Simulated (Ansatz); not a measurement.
# Formation energy and levels of the vacancy V_B in BP (F-43m), part 2 of 2

Charge states of V_B in BP (F-43m), set against the band edges. Model: a cell of 36 host atoms with 1 B taken out.

Ansatz; place-levels on r2SCAN runs: charge-transition levels and formation energies with image-charge correction and potential alignment at the atomic sites; PAW set soft_1.

So far: Starting point; Charge states; Levels against the band edges, r2SCAN.

## (3) Levels against the band edges, r2SCAN (continued)

Levels between the charges placed, in eV above the valence top:

```csv
,gap (eV),(+1/0),(0/−1),(−1/−2),(−2/−3)
r2SCAN,1.24,0.10,0.52,1.34,1.25
```

Corrections by state:

```csv
charge,moment (μB),image terms and alignment (eV),band filling (eV),ε used,"over the lowest of its charge, as the program ranks them, band filling apart (eV)"
+1,0.0,-0.103,-,9.42,0.000
0,1.0,0.000,-,-,0.000
−1,2.0,0.572,-,9.42,0.000
−2,1.0,1.601,-,9.42,0.000
−3,0.0,3.141,-0.758,9.42,0.000
−1,0.0,0.566,-,9.42,0.169
```

The charged structures listed were also run neutral, and place-levels reads from each pair, by the potential or the spins, how wide the charge is by which they differ; that can be the carrier of either run.

```csv
charge,rms radius (Å),spread where it is widest against the cell (Å),wide from (Å),reading
+1,2.8,1.90,1.36,wide
−1,2.2,1.03,0.91,wide
−2,2.4,1.53,1.36,wide
−3,2.2,1.00,0.91,wide
```

The neutral runs of these pairs need not share the spin of the lowest neutral state, and very wide values only mean spread over the cell.

From the program's caveats on the states, each cut to its opening words:

- charge +1: how wide its charge is, is not read beside other atoms or cores, and a band state would take no correction
- charge +1: the host's ions (past the first shell or, of a walk that freed a part, those that it held) aren't shown at rest: they stand up to 0.199 Å off their sites, 4.41 [...]
- charge +1: its sublattices stand up to 0.0184 Å off the host's, which by the two runs' forces adds about -0.17 eV to its energy against the host's, and moves the band [...]
- charge +1: its displacements don't fall off away from the defect: farther atoms stand 0.055 Å off the host's places
- charge 0 (1 μB): its sublattices stand up to 0.0024 Å off the host's, which by the two runs' forces adds about -0.02 eV to its energy against the host's, and moves the band [...]
- charge 0 (1 μB), −1 (2 μB), −2 (1 μB): flagged: stability check not made
- charge −1 (2 μB), −3: it parts from the run at its places by a charge that spreads by about 1 Å along one vector (0.9 Å or more is wide), by its potential at epsilon 9.31, taken for [...]
- charge −1 (2 μB): the host's ions (past the first shell or, of a walk that freed a part, those that it held) aren't shown at rest: they stand up to 0.034 Å off their sites, 2.96 [...]
- charge −1 (2 μB): its sublattices stand up to 0.0027 Å off the host's, which by the two runs' forces adds about -0.02 eV to its energy against the host's, and moves the band [...]
- charge −2 (1 μB): it parts from the run at its places by a charge that spreads by about 1.5 Å along one vector (1.4 Å or more is wide), by its potential at epsilon 9.31, taken [...]
- charge −2 (1 μB): the host's ions (past the first shell or, of a walk that freed a part, those that it held) aren't shown at rest: they stand up to 0.076 Å off their sites, 3.75 [...]
- charge −2 (1 μB): its moments are held at its close (magnetization.spin_locking), by a field of 0.111 eV a Bohr magneton, and its energy and levels are of the state that this [...]
- charge −3: a band-filling correction moves a carrier to the host's band edge, which changes its energy by -0.758 eV
- charge −3: its sublattices stand up to 0.0019 Å off the host's, which by the two runs' forces adds about +0.01 eV to its energy against the host's, and moves the band [...]

Chemical potentials of the elements' reference phases, run alike. Formation energy by charge state (elemental references; gap 1.24 eV):

```csv
charge,at valence top (eV),at conduction bottom (eV),correction included (eV)
+1,4.24,5.48,-0.10
0,4.34,4.34,0.00
−1,4.86,3.62,0.57
−2,6.20,3.72,1.60
−3,7.45,3.73,2.38
```

Fermi level (eV), lowest formation energy (eV) and a bar from the least value:
```
     0.00       4.24 ##########################
     0.11       4.34 ##############################
     0.23       4.34 ##############################
     0.34       4.34 ##############################
     0.45       4.34 ##############################
     0.56       4.30 ############################
     0.68       4.19 #######################
     0.79       4.07 ###################
     0.90       3.96 ##############
     1.01       3.85 #########
     1.13       3.74 #####
     1.24       3.62
```

## (4) Effect of the sampling

The relaxations' own energies give the levels at their sampling, for comparison.

levels.relax_mesh.yaml reads:

```yaml
host:
  run: host.relax.run
states: [qm3.relax.run, qm2_M1.relax.run, qm1.relax.run, q0_M1.relax.run, qp1.relax.run, qm1_M2.relax.run]
chemical_potentials:
  B:
    energy: -156.554104
    dataset: <sha256 of the dataset>
```

Command:

```
$ ansatz place-levels levels.relax_mesh.yaml -- --threads 4 --pin off --max-ram 7536MiB
```

What it wrote:

```text
(+1/0) 0.150 eV above the valence edge, 1.093 eV under the conduction edge
(0/-1) 0.850 eV above the valence edge, 0.393 eV under the conduction edge
[...]
formation energy of charge +1: +3.577 eV with the Fermi level at the valence edge
formation energy of charge 0: +3.728 eV with the Fermi level at the valence edge
formation energy of charge -1: +4.577 eV with the Fermi level at the valence edge
formation energy of charge -2: +5.955 eV with the Fermi level at the valence edge
formation energy of charge -3: +7.198 eV with the Fermi level at the valence edge
  edges by r2scan, gap 1.243 eV; the host is sampled to repeats of 8.49 Å
[... the lines on each state left out ...]
```

Wall time 0.1 s (4 threads of AMD EPYC 9B45 (Zen 5), shared host).

Levels between neighbouring charges, in eV above the valence top:

```csv
,gap (eV),(+1/0),(0/−1),(−1/−2),(−2/−3)
"one point at (¼, ¼, ¼)",1.24,0.15,0.85,1.38,1.24
a 2×2×2 shifted mesh,1.24,0.10,0.52,1.34,1.25
```

Going from one point at (¼, ¼, ¼) to a 2×2×2 shifted mesh moves the levels that carry no band-filling term by up to 0.33 eV and formation energies against the elements by up to 0.67 eV; band-filling terms, which differ between samplings, are in these energies.

## (5) Outcome

```
gap of the host                                                             : 1.24 eV (r2SCAN)
level (plus 1/0)                                                            : 0.10 eV above the valence top
level (0/minus 1)                                                           : 0.52 eV above the valence top
level (minus 1/minus 2)                                                     : 1.34 eV above the valence top, past the conduction bottom, not a change between lowest states
level (minus 2/minus 3)                                                     : 1.25 eV above the valence top, past the conduction bottom, not a change between lowest states (2.00 eV above the valence top without the band-filling term)
lowest of the charges placed, just above the valence top (0.02 eV)          : +1
lowest of the charges placed, just below the conduction bottom (0.02 eV)    : −1
lowest formation energy at mid-gap of the charges run, elemental references : 4.24 eV
standing of these levels                                                    : doubtful, see below
```

**Reading.** Of the charges placed (−3, −2, −1, 0 and +1), the lowest changes at 0.10 eV (+1/0) and 0.52 eV (0/−1) above the valence top, in a gap of 1.24 eV. A neutral run at a charged structure lies 0.06 eV below the neutral state placed. Unless it holds a band carrier, charge 0 isn't at its lowest here, and with that energy the steps would read (+1/0) 0.04 eV and (0/−1) 0.58 eV, which can change which charges are lowest. (+1/0) and (0/−1) lie nearer to a band edge than the share of the finite-size correction in them (0.10 and 0.57 eV), and that correction holds for a localised charge alone. (+1/0) and (−1/−2) lie 0.10 and 0.10 eV from a band edge, less than the doubt on such levels. Charges above +1 were not placed, so these runs say nothing of levels that involve them. States placed: +1 at 0 μB; 0 at 1 μB; −1 at 2 μB and 0 μB; −2 at 1 μB; −3 at 0 μB. Other spin states or structures, where not listed, weren't placed. The program finds carriers beyond a band edge of the host and adds a band-filling term at charge −3 (-0.76 eV); steps to such a charge show no bound level, and a defect level inside a band would be read the same way. Corrections reach 3.1 eV, so the cell is small for these charges and their levels are rough. Going from one point at (¼, ¼, ¼) to a 2×2×2 shifted mesh moves the levels that carry no band-filling term by up to 0.33 eV and formation energies against the elements by up to 0.67 eV; band-filling terms, which differ between samplings, are in these energies. What this leaves open: the images are only 6.4 Å apart; r2SCAN makes the gap too small and tends to spread out bound carriers; force components of up to 0.67 eV/Å remain in a run at the final settings.

[Logs are printed without paths, hosts, clocks, repeated set-up lines and the standing remarks that a program may print on its own settings, such as how far it seeks lower states.]

[Hosts, paths, dates, database ids (printed as entryN), source tags and the programs' standing remarks are cut or masked in the printed files.]

[Where a table of states has a column of steps, it counts the stored structures, which are thinned; the runs took as many ionic steps or more.]

[A defect's name tells the site on which it was built; relaxed atoms can leave that site.]

[For some hosts the program warned that the k-mesh of the response run may be too coarse for force constants and the static dielectric constant; such warnings are not shown here.]
